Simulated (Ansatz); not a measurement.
## Bi2Te2Pb2S3 (P-3m1): G0W0 under other settings

Aim: change settings of a G0W0 run on Bi2Te2Pb2S3 (P-3m1) and see what moves.

Method: G0W0 on PBE, plane waves, PAW; PAW set soft_1, in Ansatz 0.2.0.

This is a report of a sequence of runs, with most program output left out.

### 1. The starting structure

Symmetry: P-3m1, No. 164, trigonal system. Conventional cell: a = 4.258 Å, b = 4.258 Å, c = 16.943 Å, α = 90.00°, β = 90.00°, γ = 120.00°. Nearest to Bi lie 3 S at 3.02 Å and 3 Te at 3.04 Å. Te has 3 Bi at 3.04 Å nearest. Nearest to Pb lie 6 S at 2.99 to 3.00 Å. S has 3 Pb at 2.99 Å and 3 Bi at 3.02 Å nearest. Nearest to S lie 6 Pb at 3.00 Å. Farther neighbours and most contacts between anions are not listed.

The cell and positions come from the Crystallography Open Database and are kept as given unless a step says otherwise. Spin-orbit coupling is left out unless a step names it.

### 2. The base run: 6×6×1 mesh, 604 empty bands, screening to 100 eV, PAW set soft_1 files

G0W0 replaces the xc potential by the self-energy, built once from these orbitals. Only a window of levels is corrected, while the sums run over the empty bands that the input names. This step takes PAW set soft_1 files.

Contents of input.yaml:

```yaml
crystal:
  lattice:
    - [4.25788, 0.0, 0.0]
    - [-2.12894, 3.6874322463, 0.0]
    - [0.0, 0.0, 16.9431]
  atoms:
    - { symbol: Bi, position: [0.0, 0.0, 0.19477] }
    - { symbol: Bi, position: [0.0, 0.0, 0.80523] }
    - { symbol: Te, position: [0.3333333333, 0.6666666667, 0.9106] }
    - { symbol: Te, position: [0.6666666667, 0.3333333333, 0.0894] }
    - { symbol: Pb, position: [0.3333333333, 0.6666666667, 0.60123] }
    - { symbol: Pb, position: [0.6666666667, 0.3333333333, 0.39877] }
    - { symbol: S, position: [0.3333333333, 0.6666666667, 0.29817] }
    - { symbol: S, position: [0.6666666667, 0.3333333333, 0.70183] }
    - { symbol: S, position: [0.0, 0.0, 0.5] }
kpoints:
  mp_grid: { grid: [6, 6, 1] }
hamiltonian:
  xc: pbe
  pseudopotentials: { kind: paw, azcp: { folder: soft_1 } }
scf:
  occupations: { method: fixed }
gw:
  n_empty_bands: 604
  ecut_chi: 100
  qp_bands: [v3, c3]
  qp_kpoints: band_edges
  screening: { model: contour_deformation }
```

On the command line:

```sh
$ ansatz run input.yaml --threads 2 --pin off --max-ram 92160MiB --backend cuda --events-out ev --progress --plain --runs-dir out --devices 1 --max-vram 13GiB
```

The job ended after 36 s (1 × NVIDIA H100 80GB HBM3 (shared by 6 runs) with 2 threads of AMD EPYC 7R13 (Zen 3), shared host; peak memory 2.1 GiB).

This step gave:

```yaml
bands_summed: 658
rpa_eps_infinity_on_this_mesh_eigenvalues: 18.96, 18.96, 27.33
plane_waves_in_the_screening_matrix: 615
q_points_in_the_mesh: 36
g0w0_gap_on_the_mesh: 0.5968 eV
k_of_the_valence_top: 0, 0, 0
k_of_the_conduction_bottom: 0, 0, 0
starting_gap_on_the_mesh: 0.3842 eV
z_at_the_valence_top: 0.7370
z_at_the_conduction_bottom: 0.7608
least_direct_g0w0_gap_on_the_computed_points: 0.5968 eV
```

The gap on the mesh goes from 0.38 eV to 0.60 eV, a correction of +0.21 eV. Between the two edge states, bare exchange in place of the xc potential would open the gap by 4.02 eV, and correlation takes back 3.80 eV.

### 3. Variant: wider window of levels

input.yaml: that of step 2 with these lines changed.

```diff
@@ -25,4 +25,4 @@
   ecut_chi: 100
-  qp_bands: [v3, c3]
-  qp_kpoints: band_edges
+  qp_bands: [v6, c4]
+  qp_kpoints: [[0, 0, 0]]
   screening: { model: contour_deformation }
```

Run time: 22 s. Hardware: 1 × NVIDIA H100 80GB HBM3 (shared by 6 runs) with 2 threads; peak memory 1.8 GiB; 27 s of CPU time.

Absolute levels on the run's own zero. QP, by row:

```csv
k index,band,KS (eV),Sigma_x (eV),Sigma_c (eV),Vxc (eV),Z,QP linearised (eV),QP (eV),source,doubts
0,49,7.358,-15.62,1.349,-13.94,0.7231,6.997,7.026,root,sigma_c_rises
0,50,7.358,-15.62,1.349,-13.94,0.7231,6.997,7.026,root,sigma_c_rises
0,51,7.5,-16.01,1.036,-14.73,0.7284,7.251,7.259,root,
0,52,7.543,-15.62,1.203,-14.09,0.7284,7.19,7.217,root,sigma_c_rises
0,53,7.543,-15.62,1.203,-14.09,0.7284,7.19,7.217,root,sigma_c_rises
0,54,8.356,-15.92,0.6358,-15.06,0.737,8.118,8.124,root,
0,55,8.74,-8.765,-3.168,-11.91,0.7608,8.721,8.721,root,
0,56,9.648,-10.04,-3.143,-13.2,0.7474,9.667,9.667,root,
0,57,9.838,-9.581,-3.215,-12.85,0.7487,9.887,9.887,root,
0,58,9.838,-9.581,-3.215,-12.85,0.7487,9.887,9.887,root,
```

Against the base:

```csv
setting,base,variant
levels asked,v3 to c3,v6 to c4
points asked,band edges,"[[0, 0, 0]]"
```

### 4. Variant: accuracy level

input.yaml: that of step 3 with these lines changed.

```diff
@@ -25,4 +25,5 @@
   ecut_chi: 100
-  qp_bands: [v6, c4]
-  qp_kpoints: [[0, 0, 0]]
+  qp_bands: [v3, c3]
+  qp_kpoints: band_edges
   screening: { model: contour_deformation }
+accuracy: high
```

Wall time 31 s (1 × NVIDIA H100 80GB HBM3 (shared by 6 runs) with 2 threads); peak memory 2.1 GiB.

The G0W0 gap on the mesh is 0.597 eV.

Against the base:

```csv
setting,base,variant
accuracy,-,high
```

```csv
quantity,variant,base
starting gap on the mesh,0.384,0.384
G0W0 gap on the mesh,0.597,0.597
least direct G0W0 gap on the computed points,0.597,0.597
Z at the valence top,0.737,0.737
Z at the conduction bottom,0.761,0.761
```

### 5. Variant: guard bands

input.yaml: that of step 4 with these lines changed.

```diff
@@ -23,4 +23,4 @@
 gw:
-  n_empty_bands: 604
-  ecut_chi: 100
+  n_empty_bands: 432
+  ecut_chi: 80
   qp_bands: [v3, c3]
@@ -28,2 +28,2 @@
   screening: { model: contour_deformation }
-accuracy: high
+  n_guard_bands: 0
```

The job ended after 39 s (1 × NVIDIA H100 80GB HBM3 (shared by 6 runs) with 2 threads; peak memory 1.7 GiB; 47 s of CPU time).

The G0W0 gap on the mesh is 0.570 eV.

Against the base:

```csv
setting,base,variant
empty bands,604,432
screening cutoff (eV),100,80
n guard bands,-,0
```

```csv
quantity,variant,base
starting gap on the mesh,0.384,0.384
G0W0 gap on the mesh,0.570,0.597
least direct G0W0 gap on the computed points,0.570,0.597
Z at the valence top,0.738,0.737
Z at the conduction bottom,0.761,0.761
```

### 6. Outcome

```json
{
 "base": "0.60 eV, 36 s",
 "wider window of levels": "direct gap at the listed points 0.60 eV, 22 s",
 "accuracy level": "0.60 eV, 31 s",
 "guard bands": "0.57 eV, 39 s"
}
```

What this shows: Wider window of levels: only the listed points were computed; the least direct gap there is 0.60 eV, with levels asked and points asked changed against the base. Accuracy level: the gap moves by +0.0003 eV. Guard bands: the gap moves by −0.03 eV. The variant differs from the base in empty bands, screening cutoff and n guard bands together, so the change can't be laid to one of them. All runs here use a coarse mesh and modest cutoffs; they test settings and are not final values. The 6×6×1 mesh is coarse for this cell (its supercell is 17 Å along the shortest edge). The RPA ε∞ on it, from the PBE start, is 18.96 and 27.33; such meshes misread the long-range screening, most where the gap is narrow. Where an edge is built on 6p states of lead, bismuth or thallium, scalar-relativistic gaps usually stand too wide, by a few tenths to over one eV. With atoms this heavy and so narrow a gap, spin-orbit coupling can invert the bands. These scalar-relativistic gaps are then model values, not to be set against experiment, and a spin-orbit change taken from DFT can't simply be added.

[Paths, hosts, dates, memory and timing lines, banners, echoed tables and standing remarks are left out of the program output.]

[Logs are printed without paths, hosts, clocks, repeated set-up lines and the standing remarks that a program may print on its own settings, such as how far it seeks lower states.]

[Runs of the session that timed out or met a known fault of the program may be left out.]

[Cells called generated may have been cut or substituted from an entry of the Crystallography Open Database or the Materials Project.]

[Hosts, paths, dates, database ids (printed as entryN), source tags and the programs' standing remarks are cut or masked in the printed files.]
